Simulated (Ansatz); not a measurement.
# Si2W (I4/mmm): modes against uniaxial strain along c, part 2 of 2

Wanted: the shifts of the zone-centre modes of Si2W (I4/mmm) with strain.

Ansatz 0.2.0; DFT PBEsol, scalar-relativistic, plane waves, PAW; PAW set soft_1.

So far. Step 3 (Tight relaxation): The largest force component left is 0.18 meV/Å and the pressure is 0.000 GPa, within the tolerances set. The cell now holds 13.36 Å³/atom.

### 4. Zone-centre response at rest

The force constants come from the linear response of the density to a displacement.

The modes at rest are the reference of the series.

input.yaml

```yaml
crystal:
  lattice:
    - [-1.6014718129, 1.6014718129, 3.9079583359]
    - [1.6014718129, -1.6014718129, 3.9079583359]
    - [1.6014718129, 1.6014718129, -3.9079583359]
  atoms:
    - { symbol: Si, position: [0.3345353614, 0.3345353614, 0.0] }
    - { symbol: Si, position: [0.6654646386, 0.6654646386, 0.0] }
    - { symbol: W, position: [0.0, 0.0, 0.0] }
kpoints:
  mp_grid: { grid: [20, 20, 20] }
hamiltonian:
  xc: pbesol
  pseudopotentials: { kind: paw, azcp: { folder: soft_1 }, xc_functional: pbe }
scf:
  occupations: { method: methfessel_paxton, width: 0.2 }
output:
  eigenvalues: true
phonons:
  method: dfpt
```

On the command line:

```bash
> ansatz run input.yaml --threads 4 --pin off --max-ram 10240MiB --backend cpu --events-out ev --progress --plain --runs-dir out
```

Numbers of over 12 decimals in the logs are rounded to 6 here.

Output:

```text
zone centre: on kpoints.mp_grid the ground state, and the responses unless they are solved on pairs of k-points, stand on 1166 of the mesh's 8000 k-points, reduced under 4 symmetry operations, with k and −k counted as one. Each operation leaves every solved displacement unchanged or reverses it
[...]
Crystal: 3 atoms, lattice volume = 40.091 Å³
Basis set: ecut = 420 eV, 769 PW (Γ), exchange–correlation on 64×64×64 points (8 copies of the dense FFT grid, shifted against one another)
Bands: 15, of which v1, the nominal top of the filled ones, is band 11 counted from 1 (10 counted from 0)
Symmetry: 16 space group operations
k-points: 1166 of 8000 (irreducible under 4 space group operations, time reversal used)
[...]
SCF iter   1: F=—  HF=-11502.241113 eV  |F-HF|=—  |Δ(HF+E_count)|=         —  Δρ=4.97e-2  dr2=9.78e-1  ethr=3.10e-3  ⟨swp⟩=5.3  Hψ=101972  notcnv=0
[...]
SCF iter   9: F=-11501.910907 eV  HF=-11501.910907 eV  |F-HF|=1.82e-12  |Δ(HF+E_count)|=  3.64e-12  S|Δr|=    0.00e0  Δρ=3.08e-8  dr2=5.39e-13  ethr=1.00e-12  ⟨swp⟩=5.2  Hψ=72977  notcnv=0
SCF 1 converged in 9 iterations: F = -11501.910907 eV  dr2 = 5.39e-13
[...]
DFPT response loops at Γ: preconditioner auto → Kerker (q_TF=auto, 2.469 Å⁻¹) (partly filled bands, converged f_vac=0.000); β = 1.00, the filter's whole step (`scf.mixing.beta` (0.50) is not read by the response loops under this deck's `scf.mixing.preconditioner`; to damp them name `kerker` or `kerker_dos`, under which they read `scf.mixing.beta`, and type it under 1.00, their step now; both keys bind the ground state too); Broyden in place of MSR1
SCF converged after 9 iterations
[...]
Free energy (F): -11501.910907 eV
[...]
Internal energy: -11501.911976 eV  (E = F + TS)
E sigma→0 (E₀):  -11501.911174 eV
Entropy (-TS):   0.001069 eV (0.356 meV/atom)
Fermi energy:    16.699239 eV
[...]
--- Band table (eV; the first three rows and the last of 1166) ---
  k-point 0: bands = [... 7 lower, 13.3200, 13.8545, 13.8545, 17.3462, 19.5383, 19.5972, 19.8483, 19.8483]
  k-point 1: bands = [... 7 lower, 13.3397, 13.6353, 14.1838, 16.9185, 19.4088, 19.8589, 19.9098, 19.9319]
  k-point 2: bands = [... 7 lower, 13.0952, 13.4011, 14.6684, 15.9504, 19.2005, 20.0757, 20.1148, 20.4343]
  k-point 1165: bands = [... 7 lower, 14.1012, 15.8995, 15.8995, 16.2048, 16.2048, 17.5248, 21.2373, 21.6898]
--- Phonons (Γ-DFPT): 4 representative perturbations + reference, on 1166 of 8000 k-points (Σ response iterations 12) ---
  k mesh reduced under 4 symmetry operations, with k and −k counted as one. Each operation leaves every solved displacement unchanged or reverses it
  ASR residual: 1.183e-5 → 0.000e0 eV/Å²; symmetrization residual: 1.644e-6 eV/Å²
  ASR residual per site (eV/Å²): 6.90e-6 6.90e-6 1.18e-5
  Γ frequencies (cm⁻¹): 0.00 0.00 0.00 262.19 262.19 305.43 341.06 341.06 449.04
  non-analytic LO–TO correction: not included (Born effective charges unavailable; polar crystals: no LO–TO splitting at Γ)
```

It took 98 s on 4 threads of Arm Neoverse V1, shared host; peak memory 2.1 GiB.

This step gave:

```yaml
sum_rule_residual_before_enforcement: 1.18e-5 eV/Å²
point_group: 4/mmm
highest_optical_mode_at_the_zone_centre_no_lo_to_term: 449.0 cm⁻¹
lowest_optical_zone_centre_mode: 262.2 cm⁻¹
```

Patterns of degenerate modes are one choice out of their space. The modes at Γ (shares of kinetic energy by element, %):

| mode | frequency (cm⁻¹) | symmetry | Si % | W % |
| --- | --- | --- | --- | --- |
| 1 | 0.0 | acoustic | 23 | 77 |
| 2 | 0.0 | acoustic | 23 | 77 |
| 3 | 0.0 | acoustic | 23 | 77 |
| 4 | 262.2 | Eu | 77 | 23 |
| 5 | 262.2 | Eu | 77 | 23 |
| 6 | 305.4 | A2u | 77 | 23 |
| 7 | 341.1 | Eg | 100 | 0 |
| 8 | 341.1 | Eg | 100 | 0 |
| 9 | 449.0 | A1g | 100 | 0 |

Displacements in mode 4 (262.2 cm⁻¹), the largest set to 1:
```
Si1 -0.11  1.00  0.00
Si2 -0.11  1.00  0.00
W3   0.03 -0.31  0.00
```

Displacements in mode 9 (449.0 cm⁻¹), the largest set to 1:
```
Si1  0.00  0.00  1.00
Si2  0.00  0.00 -1.00
W3   0.00  0.00  0.00
```

Before it was imposed, the acoustic sum rule was missed by 1.2e-5 eV/Å². Small misses are needed for a sound result but don't prove that mesh and cutoff are converged. The lowest optical mode is real, 262 cm⁻¹.

### 5. Relaxation of a member: uniaxial strain of +4 % along c

The cell takes a uniaxial strain of +4 % along c. The strained length and the angles are held, while the rest of the cell and the atoms relax.

input.yaml, the sections that differ from step 4:

```yaml
crystal:
  lattice:
    - [-1.593141209, 1.593141209, 4.0642766694]
    - [1.593141209, -1.593141209, 4.0642766694]
    - [1.593141209, 1.593141209, -4.0642766694]
  atoms:
    - { symbol: Si, position: [0.3351262128, 0.3351262128, 0.0] }
    - { symbol: Si, position: [0.6648737872, 0.6648737872, 0.0] }
    - { symbol: W, position: [0.0, 0.0, 0.0] }
  conventional_axes: [[0, 1, 1], [1, 0, 1], [1, 1, 0]]
output:
  forces: true
  stress: true
  eigenvalues: true
relax:
  adjacent_minimum: "off"
  f_tol: 0.001
  max_steps: 60
  cell: { stress_tol: 0.01, fix: [c, angles] }
# kpoints, hamiltonian, scf: as in step 4
# phonons: removed
```

Output:

```text
[...]
--- Relaxed structure (5 steps of the walk, 5 accepted, 1 SCFs on fresh bases) ---
[...]
cell:  # Å, volume = 41.1188 Å³
    - [-1.590372, 1.590372, 4.0642766694]
    - [1.590372, -1.590372, 4.0642766694]
    - [1.590372, 1.590372, -4.0642766694]
  atoms:
    - { symbol: Si, position: [0.335380, 0.335380, 0] }
    - { symbol: Si, position: [0.664620, 0.664620, 0] }
    - { symbol: W, position: [0, 0, 0] }
[key lines of the parts left out:]
SCF converged after 5 iterations
Free energy (F): -11501.818671 eV
Fermi energy:    16.307798 eV
P = ⅓ Tr σ = -5.7922 GPa (-57.922 kbar)
```

It took 33 s on 4 threads; peak memory 0.66 GiB; 2.1 min of CPU time.

Relaxation path:

| step | energy less that of the first step (eV) | largest force component (eV/Å) | pressure (GPa) | volume (Å³) |
| --- | --- | --- | --- | --- |
| 1 | 0.0000 | 0.0420 | -6.57 | 41.26 |
| 2 | -0.0004 | 0.0052 | -5.33 | 41.03 |
| 3 | -0.0006 | 0.0059 | -5.79 | 41.12 |
| 4 | -0.0006 | 0.0020 | -5.79 | 41.12 |
| 5 | -0.0006 | 0.0000 | -5.79 | 41.12 |
| 6* | -0.0005 | 0.0000 | -5.79 | 41.12 |

Relaxation steps marked * repeat the geometry before them on a plane-wave basis chosen anew for their cell, so energy and pressure can jump there.

The run keeps the 16 symmetry operations that it works with, so distortions that break them were not tested.

| conventional cell, symmetrised | before | after | change |
| --- | --- | --- | --- |
| a (Å) | 3.186 | 3.181 | -0.2 % |
| b (Å) | 3.186 | 3.181 | -0.2 % |
| c (Å) | 8.129 | 8.129 | +0.0 % |
| volume (Å³/atom) | 13.75 | 13.71 | -0.3 % |

Final coordinates:

```
Si W
1.0
    -1.59037    1.59037    4.06428
     1.59037   -1.59037    4.06428
     1.59037    1.59037   -4.06428
Si W
2 1
Direct
  0.33538 0.33538 0.00000
  0.66462 0.66462 0.00000
  0.00000 0.00000 0.00000
```

This step gave:

- pressure: -5.792 GPa
- volume per atom: 13.71 Å³

The largest force component left is 0.023 meV/Å.

### 6. Modes of this member: uniaxial strain of +4 % along c

The zone-centre modes follow for uniaxial strain of +4 % along c.

input.yaml, the sections that differ from step 5:

```yaml
crystal:
  lattice:
    - [-1.5903722315, 1.5903722315, 4.0642766694]
    - [1.5903722315, -1.5903722315, 4.0642766694]
    - [1.5903722315, 1.5903722315, -4.0642766694]
  atoms:
    - { symbol: Si, position: [0.3353800283, 0.3353800283, 0.0] }
    - { symbol: Si, position: [0.6646199717, 0.6646199717, 0.0] }
    - { symbol: W, position: [0.0, 0.0, 0.0] }
output:
  eigenvalues: true
phonons:
  method: dfpt
# kpoints, hamiltonian, scf: as in step 5
# relax: removed
```

Output:

```text
[...]
Crystal: 3 atoms, lattice volume = 41.119 Å³
Basis set: ecut = 420 eV, 793 PW (Γ), exchange–correlation on 64×64×64 points (8 copies of the dense FFT grid, shifted against one another)
Bands: 15, of which v1, the nominal top of the filled ones, is band 11 counted from 1 (10 counted from 0)
Symmetry: 16 space group operations
k-points: 1166 of 8000 (irreducible under 4 space group operations, time reversal used)
[...]
SCF iter   1: F=—  HF=-11502.152703 eV  |F-HF|=—  |Δ(HF+E_count)|=         —  Δρ=4.89e-2  dr2=1.01e0  ethr=3.10e-3  ⟨swp⟩=5.3  Hψ=101608  notcnv=0
[...]
SCF iter   9: F=-11501.818671 eV  HF=-11501.818671 eV  |F-HF|=1.82e-12  |Δ(HF+E_count)|=  7.28e-12  S|Δr|=    0.00e0  Δρ=2.74e-8  dr2=3.73e-13  ethr=1.00e-12  ⟨swp⟩=5.2  Hψ=72913  notcnv=0
SCF 1 converged in 9 iterations: F = -11501.818671 eV  dr2 = 3.73e-13
[...]
SCF converged after 9 iterations
[...]
Free energy (F): -11501.818671 eV
[...]
Internal energy: -11501.819827 eV  (E = F + TS)
E sigma→0 (E₀):  -11501.818960 eV
Entropy (-TS):   0.001157 eV (0.386 meV/atom)
Fermi energy:    16.307798 eV
[...]
--- Band table (eV; the first three rows and the last of 1166) ---
  k-point 0: bands = [... 7 lower, 12.8911, 13.6996, 13.6996, 17.1159, 19.2498, 19.2941, 19.6011, 19.6011]
  k-point 1: bands = [... 7 lower, 12.9132, 13.4705, 13.8655, 16.6957, 19.0672, 19.5305, 19.6518, 19.6955]
  k-point 2: bands = [... 7 lower, 12.9097, 12.9812, 14.1766, 15.7387, 18.7832, 19.7864, 19.8949, 19.9806]
  k-point 1165: bands = [... 7 lower, 13.8097, 15.7148, 15.7148, 15.7749, 15.7749, 17.2438, 19.8841, 20.6672]
[...]
ASR residual: 5.949e-6 → 0.000e0 eV/Å²; symmetrization residual: 1.638e-6 eV/Å²
  ASR residual per site (eV/Å²): 5.95e-6 5.95e-6 2.05e-6
  Γ frequencies (cm⁻¹): 0.00 0.00 0.00 258.40 258.40 262.46 330.48 330.48 392.43
[...]
```

Wall time 1.7 min (4 threads); peak memory 2.1 GiB.

This step gave:

```yaml
sum_rule_residual_before_enforcement: 5.95e-6 eV/Å²
highest_optical_mode_at_the_zone_centre_no_lo_to_term: 392.4 cm⁻¹
lowest_optical_zone_centre_mode: 258.4 cm⁻¹
```

Patterns of degenerate modes are one choice out of their space. Modes at Γ, with each element's share of the kinetic energy:

| mode | frequency (cm⁻¹) | symmetry | Si % | W % |
| --- | --- | --- | --- | --- |
| 1 | 0.0 | acoustic | 23 | 77 |
| 2 | 0.0 | acoustic | 23 | 77 |
| 3 | 0.0 | acoustic | 23 | 77 |
| 4 | 258.4 | Eu | 77 | 23 |
| 5 | 258.4 | Eu | 77 | 23 |
| 6 | 262.5 | A2u | 77 | 23 |
| 7 | 330.5 | Eg | 100 | 0 |
| 8 | 330.5 | Eg | 100 | 0 |
| 9 | 392.4 | A1g | 100 | 0 |

Displacements in mode 5 (258.4 cm⁻¹), the largest set to 1:
```
Si1 -0.05  1.00  0.00
Si2 -0.05  1.00  0.00
W3   0.01 -0.31  0.00
```

Displacements in mode 8 (330.5 cm⁻¹), the largest set to 1:
```
Si1  0.12  1.00  0.00
Si2 -0.12 -1.00  0.00
W3   0.00  0.00  0.00
```

The lowest optical mode is real, 258 cm⁻¹, and the highest lies at 392.4 cm⁻¹.

For the highest optical mode at the zone centre (no LO-TO term), step 4 gave 449 cm⁻¹; this run, with strain 4 %, gives 392 cm⁻¹ (-13 %).

### 7. Relaxation of a member: uniaxial strain of -4 % along c

The cell takes a uniaxial strain of -4 % along c. The strained length and the angles are held, while the rest of the cell and the atoms relax.

input.yaml, the sections that differ from step 6:

```yaml
crystal:
  lattice:
    - [-1.6101197178, 1.6101197178, 3.7516400023]
    - [1.6101197178, -1.6101197178, 3.7516400023]
    - [1.6101197178, 1.6101197178, -3.7516400023]
  atoms:
    - { symbol: Si, position: [0.3342807255, 0.3342807255, 0.0] }
    - { symbol: Si, position: [0.6657192745, 0.6657192745, 0.0] }
    - { symbol: W, position: [0.0, 0.0, 0.0] }
  conventional_axes: [[0, 1, 1], [1, 0, 1], [1, 1, 0]]
output:
  forces: true
  stress: true
  eigenvalues: true
relax:
  adjacent_minimum: "off"
  f_tol: 0.001
  max_steps: 60
  cell: { stress_tol: 0.01, fix: [c, angles] }
# kpoints, hamiltonian, scf: as in step 6
# phonons: removed
```

Output:

```text
[...]
Crystal: 3 atoms, lattice volume = 38.904 Å³
Basis set: ecut = 420 eV, 777 PW (Γ), exchange–correlation on 60×60×60 points (8 copies of the dense FFT grid, shifted against one another)
Bands: 15, of which v1, the nominal top of the filled ones, is band 11 counted from 1 (10 counted from 0)
Symmetry: 16 space group operations
[...]
k-points: 641 of 8000
[...]
--- Relaxed structure (4 steps of the walk, 4 accepted, 1 SCFs on fresh bases) ---
[...]
cell:  # Å, volume = 39.0487 Å³
    - [-1.613105, 1.613105, 3.7516400023]
    - [1.613105, -1.613105, 3.7516400023]
    - [1.613105, 1.613105, -3.7516400023]
  atoms:
    - { symbol: Si, position: [0.334279, 0.334279, 0] }
    - { symbol: Si, position: [0.665721, 0.665721, 0] }
    - { symbol: W, position: [0, 0, 0] }
[key lines of the parts left out:]
SCF converged after 4 iterations
Free energy (F): -11501.791293 eV
Fermi energy:    17.066296 eV
P = ⅓ Tr σ = 8.3370 GPa (83.370 kbar)
```

Run time: 29 s. Hardware: 4 threads; peak memory 0.65 GiB; 1.9 min of CPU time.

The steps of the relaxation:

| step | energy less that of the first step (eV) | largest force component (eV/Å) | pressure (GPa) | volume (Å³) |
| --- | --- | --- | --- | --- |
| 1 | 0.0000 | 0.0090 | 9.25 | 38.90 |
| 2 | -0.0004 | 0.0101 | 7.98 | 39.11 |
| 3 | -0.0005 | 0.0019 | 8.33 | 39.05 |
| 4 | -0.0005 | 0.0006 | 8.34 | 39.05 |
| 5* | -0.0005 | 0.0006 | 8.34 | 39.05 |

Relaxation steps marked * repeat the geometry before them on a plane-wave basis chosen anew for their cell, so energy and pressure can jump there.

Forces are held to the 16 operations that the run works with; a distortion that breaks them can't arise in this run.

| conventional cell, symmetrised | before | after | change |
| --- | --- | --- | --- |
| a (Å) | 3.220 | 3.226 | +0.2 % |
| b (Å) | 3.220 | 3.226 | +0.2 % |
| c (Å) | 7.503 | 7.503 | -0.0 % |
| volume (Å³/atom) | 12.97 | 13.02 | +0.4 % |

Final coordinates:

```
Si W
1.0
    -1.61311    1.61311    3.75164
     1.61311   -1.61311    3.75164
     1.61311    1.61311   -3.75164
Si W
2 1
Direct
  0.33428 0.33428 0.00000
  0.66572 0.66572 0.00000
  0.00000 0.00000 0.00000
```

This step gave:

* pressure: 8.337 GPa
* volume per atom: 13.02 Å³

The largest force component left is 0.57 meV/Å.

### 8. Zone-centre modes of the member: uniaxial strain of -4 % along c

The zone-centre modes follow for uniaxial strain of -4 % along c.

input.yaml, the sections that differ from step 7:

```yaml
crystal:
  lattice:
    - [-1.6131050052, 1.6131050052, 3.7516400023]
    - [1.6131050052, -1.6131050052, 3.7516400023]
    - [1.6131050052, 1.6131050052, -3.7516400023]
  atoms:
    - { symbol: Si, position: [0.3342785415, 0.3342785415, 0.0] }
    - { symbol: Si, position: [0.6657214585, 0.6657214585, 0.0] }
    - { symbol: W, position: [0.0, 0.0, 0.0] }
output:
  eigenvalues: true
phonons:
  method: dfpt
# kpoints, hamiltonian, scf: as in step 7
# relax: removed
```

Output:

```text
[...]
Crystal: 3 atoms, lattice volume = 39.049 Å³
Basis set: ecut = 420 eV, 777 PW (Γ), exchange–correlation on 60×60×60 points (8 copies of the dense FFT grid, shifted against one another)
Bands: 15, of which v1, the nominal top of the filled ones, is band 11 counted from 1 (10 counted from 0)
Symmetry: 16 space group operations
k-points: 1166 of 8000 (irreducible under 4 space group operations, time reversal used)
[...]
k-point 2: bands = [... 7 lower, 13.3054, 13.8361, 15.4063, 16.1465, 19.6647, 20.2887, 20.3290, 20.8864]
  k-point 1165: bands = [... 7 lower, 14.3697, 16.0570, 16.0570, 16.7309, 16.7309, 17.8124, 22.7042, 22.7897]
[...]
ASR residual: 6.886e-6 → 0.000e0 eV/Å²; symmetrization residual: 1.721e-6 eV/Å²
  ASR residual per site (eV/Å²): 6.89e-6 6.89e-6 2.61e-6
  Γ frequencies (cm⁻¹): 0.00 0.00 0.00 263.86 263.86 344.58 344.58 354.99 512.92
[...]
[key lines of the parts left out:]
SCF converged after 9 iterations
Free energy (F): -11501.791293 eV
Fermi energy:    17.066296 eV
```

Wall time 91 s (4 threads); peak memory 2 GiB.

This step gave:

```yaml
sum_rule_residual_before_enforcement: 6.89e-6 eV/Å²
highest_optical_mode_at_the_zone_centre_no_lo_to_term: 512.9 cm⁻¹
lowest_optical_zone_centre_mode: 263.9 cm⁻¹
```

Patterns of degenerate modes are one choice out of their space. Modes at Γ, with each element's share of the kinetic energy:

| mode | frequency (cm⁻¹) | symmetry | Si % | W % |
| --- | --- | --- | --- | --- |
| 1 | 0.0 | acoustic | 23 | 77 |
| 2 | 0.0 | acoustic | 23 | 77 |
| 3 | 0.0 | acoustic | 23 | 77 |
| 4 | 263.9 | Eu | 77 | 23 |
| 5 | 263.9 | Eu | 77 | 23 |
| 6 | 344.6 | Eg | 100 | 0 |
| 7 | 344.6 | Eg | 100 | 0 |
| 8 | 355.0 | A2u | 77 | 23 |
| 9 | 512.9 | A1g | 100 | 0 |

Displacements in mode 4 (263.9 cm⁻¹), the largest set to 1:
```
Si1 -0.25  1.00  0.00
Si2 -0.25  1.00  0.00
W3   0.08 -0.31  0.00
```

Displacements in mode 8 (355.0 cm⁻¹), the largest set to 1:
```
Si1  0.00  0.00  1.00
Si2  0.00  0.00  1.00
W3   0.00  0.00 -0.31
```

The lowest optical mode is real, 264 cm⁻¹, and the highest lies at 512.9 cm⁻¹.

Between step 4 and this run (strain -4 %) the value for the highest optical mode at the zone centre (no LO-TO term) moves from 449 cm⁻¹ to 513 cm⁻¹ (+14 %).

### 9. The series together

The members are set side by side, also those not shown above.

Stress is positive in compression; energies are extrapolated to zero smearing, and E0 is that at rest; the edges not held and the atoms are relaxed in each cell; all runs use 20×20×20 k points and Methfessel-Paxton smearing of 0.2 eV. State of the crystal along the series:

| strain (%) | stress along the axis (GPa) | free strain along a (%) | free strain along b (%) | E - E0 (meV/atom) |
| --- | --- | --- | --- | --- |
| -4 | 25.01 | 0.7264 | 0.7264 | 39.85 |
| -3 | 17.99 | 0.54 | 0.54 | 21.74 |
| -2 | 11.5 | 0.3571 | 0.3571 | 9.375 |
| -1 | 5.513 | 0.1772 | 0.1772 | 2.277 |
| 0 | 2.45e-4 | 0 | 0 | 0 |
| 1 | -5.045 | -0.1742 | -0.1742 | 2.122 |
| 2 | -9.607 | -0.3475 | -0.3475 | 8.225 |
| 3 | -13.71 | -0.5202 | -0.5202 | 17.89 |
| 4 | -17.38 | -0.6931 | -0.6931 | 30.74 |

Optical modes are counted from below at rest and tracked from member to member by their patterns, and modes that stay within 0.3 cm⁻¹ of each other stand once; labels, where given, are those at rest; the edges not held and the atoms are relaxed in each cell; all runs use 20×20×20 k points and Methfessel-Paxton smearing of 0.2 eV. Optical modes along the series:

| strain (%) | optical mode 1 Eu (cm⁻¹) | optical mode 2 A2u (cm⁻¹) | optical mode 3 Eg (cm⁻¹) | optical mode 4 A1g (cm⁻¹) |
| --- | --- | --- | --- | --- |
| -4 | 263.9 | 355 | 344.6 | 512.9 |
| -3 | 263.7 | 342 | 344.5 | 495.8 |
| -2 | 263.4 | 329.4 | 343.8 | 479.4 |
| -1 | 262.9 | 317.2 | 342.7 | 463.9 |
| 0 | 262.2 | 305.4 | 341.1 | 449 |
| 1 | 261.4 | 294.1 | 339 | 434.3 |
| 2 | 260.5 | 283.1 | 336.5 | 419.6 |
| 3 | 259.5 | 272.6 | 333.7 | 405.5 |
| 4 | 258.4 | 262.5 | 330.5 | 392.4 |

Value and slope at zero strain of a cubic (a lower polynomial where under five rows exist) through the rows within 2 % of rest. Slopes at rest:

| mode | frequency (cm⁻¹) | shift per percent of strain (cm⁻¹) | shift per GPa of compressive stress (cm⁻¹) |
| --- | --- | --- | --- |
| optical mode 1 Eu | 262.2 | -0.75 | 0.14 |
| optical mode 2 A2u | 305.4 | -11.57 | 2.19 |
| optical mode 3 Eg | 341.1 | -1.85 | 0.35 |
| optical mode 4 A1g | 449 | -14.73 | 2.79 |

### 10. What came out

* members: 9
* highest optical mode at the zone centre (no LO-TO term), at rest: 449.0 cm⁻¹
* Young’s modulus along c: 528 GPa
* optical mode 1 Eu, shift per percent: -0.75 cm⁻¹
* optical mode 2 A2u, shift per percent: -11.57 cm⁻¹
* optical mode 3 Eg, shift per percent: -1.85 cm⁻¹
* optical mode 4 A1g, shift per percent: -14.73 cm⁻¹

In words: The stress changes by 5.28 GPa for each percent, a Young’s modulus of 528 GPa along c. For each percent the free edge responds with -0.18 %. Within 2 % of rest optical mode 3 Eg bends away from a straight line, so a single slope holds only near rest. The fastest shift in the table of slopes is -14.7 cm⁻¹ for each percent (optical mode 4 A1g), or 2.8 cm⁻¹ for each GPa of compressive stress. For small strain, the measured shift of a line that Raman or infrared light can see, divided by its slope, estimates the stress, if the state of stress is of this kind. These are harmonic frequencies at zero temperature: anharmonic shifts, linewidths and thermal expansion are left out. Spin-orbit coupling is left out, which can matter for the heavy elements here. With no gap, or one that is small against the smearing, the frequencies hang on the k mesh and the smearing, most of all near Kohn anomalies. The PAW files were made for PBE; the program adapts parts of them to the functional of the run, but their partial waves stay those of PBE, an approximation that was not tested in this session. Only the zone centre was solved, so an instability at another wavevector cannot show here.

[Logs are printed without paths, hosts, clocks, repeated set-up lines and the standing remarks that a program may print on its own settings, such as how far it seeks lower states.]

[Hosts, paths, dates, database ids (printed as entryN), source tags and the programs' standing remarks are cut or masked in the printed files.]
